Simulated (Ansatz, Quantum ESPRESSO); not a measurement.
## BP (F-43m): the LO frequency by hand

Aim: work out the LO frequency and the static dielectric constant of BP (F-43m) from one linear-response run, then check them.

Main program and level: Quantum ESPRESSO 7.5; DFT LDA, scalar-relativistic, plane waves, PseudoDojo norm-conserving pseudopotentials.

## 1. Set-up

It takes space group F-43m (No. 216, cubic). The conventional cell has a = 4.487 Å, b = 4.487 Å, c = 4.487 Å, α = 90.00°, β = 90.00°, γ = 90.00°. Nearest to B lie 4 P at 1.94 Å. Nearest to P lie 4 B at 1.94 Å. Farther neighbours are not listed.

Coordinates:

```
B P
1.0
    -2.24341    0.00000    2.24341
     0.00000    2.24341    2.24341
    -2.24341    2.24341    0.00000
B P
1 1
Direct
  0.00000 0.00000 0.00000
  0.25000 0.25000 0.25000
```

This is the cell after its relaxation at this level of theory, not the database cell from which that began.

## 2. What the response run gave

A linear-response run on the relaxed cell, with the response to an electric field; only its zone-centre results are used. Cutoff 76 Ry, k mesh 12×12×12.

The log of the run:

```text
[banners, grids, parts of the stress and lines that vanish by symmetry left out]
Program PHONON v.7.5
     Reading xml data from directory:

[...]
Exchange-correlation= PW
                           (   1   4   0   0   0   0   0)
[...]
(   8 q-points):
[...]
kinetic-energy cut-off    =      76.0000  Ry
     charge density cut-off    =     304.0000  Ry
     convergence threshold     =      1.0E-18
[...]
Exchange-correlation= PW
                           (   1   4   0   0   0   0   0)
[...]
q = (   0.0000000   0.0000000   0.0000000 )
     25 Sym.Ops. (with q -> -q+G )
     G cutoff =  276.7946  (  13635 G-vectors)     FFT grid: ( 36, 36, 36)
     number of k points=    72
[...]
Mode symmetry, T_d (-43m)  point group:
[...]
Dielectric constant
[...]
End of electric fields calculation
          Dielectric constant in cartesian axis
          (       9.159322399      -0.000000000       0.000000000 )
          (      -0.000000000       9.159322399       0.000000000 )
          (       0.000000000       0.000000000       9.159322399 )
          Effective charges (d Force / dE) in cartesian axis without acoustic sum rule applied (asr)
           atom    1  B     Mean Z*:       -0.64571
      Ex  (       -0.64571       -0.00000        0.00000 )
      Ey  (        0.00000       -0.64571        0.00000 )
      Ez  (       -0.00000        0.00000       -0.64571 )
           atom    2  P     Mean Z*:        0.64207
      Ex  (        0.64207        0.00000       -0.00000 )
      Ey  (       -0.00000        0.64207       -0.00000 )
      Ez  (       -0.00000        0.00000        0.64207 )
          Effective charges Sum: Mean:       -0.00364
[...]
Effective charges (d Force / dE) in cartesian axis with asr applied:
           atom    1  B     Mean Z*:       -0.64389
[...]
atom    2  P     Mean Z*:        0.64389
[...]
Representation #   1 modes #   1   2   3
[...]
End of self-consistent calculation
     Convergence has been achieved
     Representation #   2 modes #   4   5   6
[...]
End of self-consistent calculation
     Convergence has been achieved
[...]
Dielectric constant in cartesian axis
          (       9.159322399      -0.000000000       0.000000000 )
          (      -0.000000000       9.159322399       0.000000000 )
          (       0.000000000       0.000000000       9.159322399 )
          Effective charges (d Force / dE) in cartesian axis without acoustic sum rule applied (asr)
           atom    1  B     Mean Z*:       -0.64571
[...]
Mode symmetry, C_s (m)     point group:
[...]
q = (    0.530330086  -0.176776695   0.530330086 )
[...]
Mode symmetry, C_s (m)     point group:
     freq (   1-   1) =        284.8  [cm-1]   --> A''
     freq (   2-   2) =        367.8  [cm-1]   --> A'
     freq (   3-   3) =        465.4  [cm-1]   --> A'
     freq (   4-   4) =        718.5  [cm-1]   --> A'
     freq (   5-   5) =        747.2  [cm-1]   --> A''
     freq (   6-   6) =        805.8  [cm-1]   --> A'
[...]
Mode symmetry, C_s (m)     point group:
[...]
q = (    0.353553391   0.000000000   0.353553391 )
[...]
Mode symmetry, C_s (m)     point group:
     freq (   1-   1) =        263.0  [cm-1]   --> A''
     freq (   2-   2) =        358.2  [cm-1]   --> A'
     freq (   3-   3) =        418.9  [cm-1]   --> A'
     freq (   4-   4) =        730.3  [cm-1]   --> A'
     freq (   5-   5) =        758.7  [cm-1]   --> A''
     freq (   6-   6) =        807.8  [cm-1]   --> A'
[...]
Mode symmetry, D_2d (-42m) point group:
[...]
Representation #   3 modes #   3   4
[...]
Convergence has been achieved
     Representation #   4 modes #   5   6
[...]
Convergence has been achieved
[...]
q = (    0.000000000  -0.707106781   0.000000000 )
[...]
freq (    5) =      21.883074 [THz] =     729.940792 [cm-1]
     freq (    6) =      24.115162 [THz] =     804.395215 [cm-1]
[...]
Mode symmetry, D_2d (-42m) point group:
     freq (   1-   2) =        313.0  [cm-1]   --> E    X_5  W_3
     freq (   3-   3) =        536.9  [cm-1]   --> A_1  X_1  W_1
     freq (   4-   5) =        729.9  [cm-1]   --> E    X_5  W_3
     freq (   6-   6) =        804.4  [cm-1]   --> B_2  X_3  W_2
[...]
Mode symmetry, S_4 (-4)    point group:
[...]
Convergence has been achieved
[...]
Convergence has been achieved
[...]
Convergence has been achieved
[...]
Convergence has been achieved
     Representation #   5 mode #   5
[...]
End of self-consistent calculation
     Convergence has been achieved
     Representation #   6 mode #   6
[...]
End of self-consistent calculation
     Convergence has been achieved
[...]
q = (   -0.353553391  -0.707106781   0.000000000 )
[...]
freq (    1) =      11.110154 [THz] =     370.594840 [cm-1]
     freq (    2) =      12.521639 [THz] =     417.676915 [cm-1]
     freq (    3) =      13.323048 [THz] =     444.409036 [cm-1]
     freq (    4) =      20.504599 [THz] =     683.959816 [cm-1]
     freq (    5) =      21.883625 [THz] =     729.959141 [cm-1]
     freq (    6) =      24.053529 [THz] =     802.339367 [cm-1]
[...]
Mode symmetry, S_4 (-4)    point group:
     freq (   1-   1) =        370.6  [cm-1]   --> E*   W_2
     freq (   2-   2) =        417.7  [cm-1]   --> B    W_3
     freq (   3-   3) =        444.4  [cm-1]   --> A    W_1
     freq (   4-   4) =        684.0  [cm-1]   --> E    W_4
     freq (   5-   5) =        730.0  [cm-1]   --> B    W_3
     freq (   6-   6) =        802.3  [cm-1]   --> E*   W_2

   JOB DONE.
```

```
                       quantity   value
             cell volume Ω (Å³)  22.582
                  mass of B (u)  10.810
                  mass of P (u)  30.974
      Born charge of B, raw (e)  -0.646
      Born charge of P, raw (e)   0.642
                             ε∞   9.159
ω(TO) after the sum rule (cm⁻¹)   821.4
```

## 3. The calculation

The charges must sum to zero over the cell; taking off their mean, -0.002 e, leaves Z* = -0.644 e on B. In the polar mode B moves against P, so the reduced mass is μ = 10.81 × 30.97 / 41.78 = 8.013 u.

A longitudinal wave builds up a field that adds to the restoring force: ω(LO)² = ω(TO)² + 4π Z*² / (μ Ω ε∞), in Hartree atomic units. With μ = 14607 electron masses and Ω = 152.39 bohr³ the second term is 2.5554e-07 Ha², or 12309 cm⁻² (1 Ha = 219474.6 cm⁻¹).

So ω(LO) = √(674616 + 12309) = 828.8 cm⁻¹, and by the Lyddane-Sachs-Teller relation ε₀ = ε∞ (ω(LO)/ω(TO))² = 9.33.

## 4. Check against the program

The analysis program adds the same non-analytic term to the full matrix, here for q along (1 0 0).

The log of the run:

```text
[banner, memory and clock lines left out]
Program DYNMAT v.7.5

     Reading Dynamical Matrix from file x.dyn1
     ...Force constants read
     ...epsilon and Z* read

     Polarizability (A^3 units)
     multiply by 0.268834 for Clausius-Mossotti correction
        14.662174   -0.000000    0.000000
        -0.000000   14.662174    0.000000
         0.000000    0.000000   14.662174

     IR activities are in (D/A)^2/amu units

# mode   [cm-1]    [THz]      IR
    1     -0.00   -0.0000    0.0000
    2      0.00    0.0000    0.0000
    3      0.00    0.0000    0.0000
    4    821.35   24.6236    1.1937
    5    821.35   24.6236    1.1937
    6    828.81   24.8472    1.1937
```

ε₀ comes from the program's run without a direction of q.

```
    quantity  by hand  program
ω(LO) (cm⁻¹)    828.8    828.8
          ε₀     9.33     9.33
```

## 5. Summary of results

```
TO mode                    : 821.4 cm⁻¹
LO mode                    : 828.8 cm⁻¹
static dielectric constant : 9.326
```

What this shows: The LO mode of BP (F-43m) lies at 829 cm⁻¹, 7 cm⁻¹ above the TO mode; the formula meets the program within 0.1 cm⁻¹, as it must for a cubic crystal with one polar mode. ω(LO)² − ω(TO)² goes with Z*²/ε∞: an error of 5 % in ε∞ would move the LO mode by 0.4 cm⁻¹, and semilocal functionals tend to overestimate ε∞. These are harmonic values at zero temperature, at the volume of this functional, for the structure held cubic; stability elsewhere in the zone is no part of this calculation.

[Host names and launcher messages were left out of these logs when they were recorded.]

[Logs are printed without paths, hosts, clocks, repeated set-up lines and the standing remarks that a program may print on its own settings, such as how far it seeks lower states.]

[Hosts, paths, dates, database ids (printed as entryN), source tags and the programs' standing remarks are cut or masked in the printed files.]
